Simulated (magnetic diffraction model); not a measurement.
**Solving a magnetic structure from powder neutron data: Ho2ScTi4Ni4**

Space group C2/m (no. 12), a = 14.7780 Å, b = 4.0460 Å, c = 6.2600 Å, β = 114.69°.

```csv
site,atom,x,y,z
4i,Ho,0.1330,0,0.6359
4i,Ni,0.3233,0,0.6296
4i,Ni,0.3335,0,0.0279
4i,Ti,0.0064,1/2,0.2945
4i,Ti,0.2161,0,0.2042
2a,Sc,0,0,0
```

This is a made-up structure (elements placed in a structure type, unrelaxed), so the numbers test the method and describe no known phase.

Only Ho is taken to order (form factors of Ho3+); orders and moment sizes are assumed, and not adapted to the symmetry. Radiation: neutrons of λ = 2.36 Å, 3° to 70°; isotropic B of 0.47 Å² (Ho), 0.51 Å² (Ni), 0.58 Å² (Ti) and 0.61 Å² (Sc). The intensities are simulated: I ∝ L Σ (|F_N|² + |F_M⊥|²) for unpolarised neutrons, with F_M = 2.695 fm/μB × Σ f(s) S exp(2πi Q·r) exp(−B s²) at Q = H ± k (one set where k and −k are equivalent), only the part normal to Q counting and L = 1/(sin²θ cos θ). For collinear order S is the moment m, which repeats by lattice and centring translations R with the sign exp(−2πi k·R). Form factors are spin-only for 3d ions and dipole or tabulated for f ions, scattering lengths are Sears's of 1992, and absorption is left out. A label names one of the reflections at its angle. The strongest nuclear line in the range is 100, and lines under 0.2 are left out.

Above the ordering temperature:

| 2θ (°) | index | I |
| --- | --- | --- |
| 20.25 | (2 0 0) | 14.6 |
| 23.95 | (0 0 1) | 4.1 |
| 24.07 | (2 0 -1) | 5.3 |
| 35.47 | (1 1 0) | 5.0 |
| 37.70 | (2 0 1) | 13.3 |
| 37.94 | (4 0 -1) | 3.8 |
| 40.64 | (1 1 -1) | 33.9 |
| 41.16 | (4 0 0) | 22.2 |
| 44.30 | (2 0 -2) | 0.3 |
| 45.74 | (1 1 1) | 23.4 |
| 45.88 | (3 1 -1) | 30.9 |
| 46.30 | (3 1 0) | 100.0 |
| 49.03 | (0 0 2) | 27.4 |
| 49.29 | (4 0 -2) | 28.4 |
| 56.98 | (4 0 1) | 6.4 |
| 57.27 | (6 0 -1) | 10.4 |
| 57.92 | (1 1 -2) | 22.9 |
| 58.04 | (3 1 -2) | 25.3 |
| 59.11 | (3 1 1) | 15.4 |
| 59.34 | (5 1 -1) | 22.6 |
| 61.83 | (2 0 2) | 1.7 |
| 62.28 | (6 0 -2) | 0.8 |
(The table stops after 22 lines; 6 more lie at higher angle.)

Below it (cell unchanged):

```tsv
2θ (°)	I
20.25	148.8
23.95	58.6
24.07	55.8
35.47	8.9
37.70	25.7
37.94	17.3
40.64	33.9
41.16	23.4
44.30	0.3
45.74	44.5
45.88	52.1
46.30	107.5
49.03	48.0
49.29	49.0
56.98	17.8
57.27	21.2
57.92	33.8
58.04	34.8
59.11	16.3
59.34	23.2
61.83	2.4
62.28	1.1
63.65	41.4
63.66	21.9
65.85	32.0
66.17	28.0
69.74	10.8
69.90	8.9
```

**Question.** Find the propagation vector, then choose among these models:
A. collinear moments along [100], 7.3 μB on Ho; signs + at (0.1330, 0, 0.6359), − at (0.3670, 1/2, 0.3641)
B. collinear moments along [100], 7.3 μB on Ho; signs + at (0.1330, 0, 0.6359), + at (0.3670, 1/2, 0.3641)
C. collinear moments along [010], 7.3 μB on Ho; signs + at (0.1330, 0, 0.6359), + at (0.3670, 1/2, 0.3641)
D. collinear moments along [010], 7.3 μB on Ho; signs + at (0.1330, 0, 0.6359), − at (0.3670, 1/2, 0.3641)

No line moves, and magnetic intensity falls on nuclear lines such as the one at 20.25°, so the magnetic cell equals the chemical primitive cell: k = 0.

Magnetic intensity, observed (below minus above) and for each model:

| 2θ (°) | index | observed | A | B | C | D |
| --- | --- | --- | --- | --- | --- | --- |
| 20.25 | (2 0 0) | 134.2 | 23.4 | 0.2 | 1.4 | 134.2 |
| 24.07 | (2 0 -1) | 50.5 | 20.9 | 18.4 | 44.4 | 50.5 |
| 35.47 | (1 1 0) | 3.9 | 43.2 | 35.4 | 3.2 | 3.9 |
| 40.64 | (1 1 -1) | <0.2 | <0.2 | 59.7 | 18.6 | <0.2 |
| 41.16 | (4 0 0) | 1.2 | 0.2 | 5.1 | 29.5 | 1.2 |
| 44.30 | (2 0 -2) | <0.2 | <0.2 | 21.5 | 26.2 | <0.2 |
| 45.74 | (1 1 1) | 21.1 | 46.1 | 0.7 | 0.3 | 21.1 |
| 45.88 | (3 1 -1) | 21.2 | 30.0 | 0.2 | 0.1 | 21.2 |

Model D matches.

The structure used: k = (0 0 0), collinear moments along [010], 7.3 μB on Ho; signs + at (0.1330, 0, 0.6359), − at (0.3670, 1/2, 0.3641).

[Logs are printed without paths, hosts, clocks, repeated set-up lines and the standing remarks that a program may print on its own settings, such as how far it seeks lower states.]
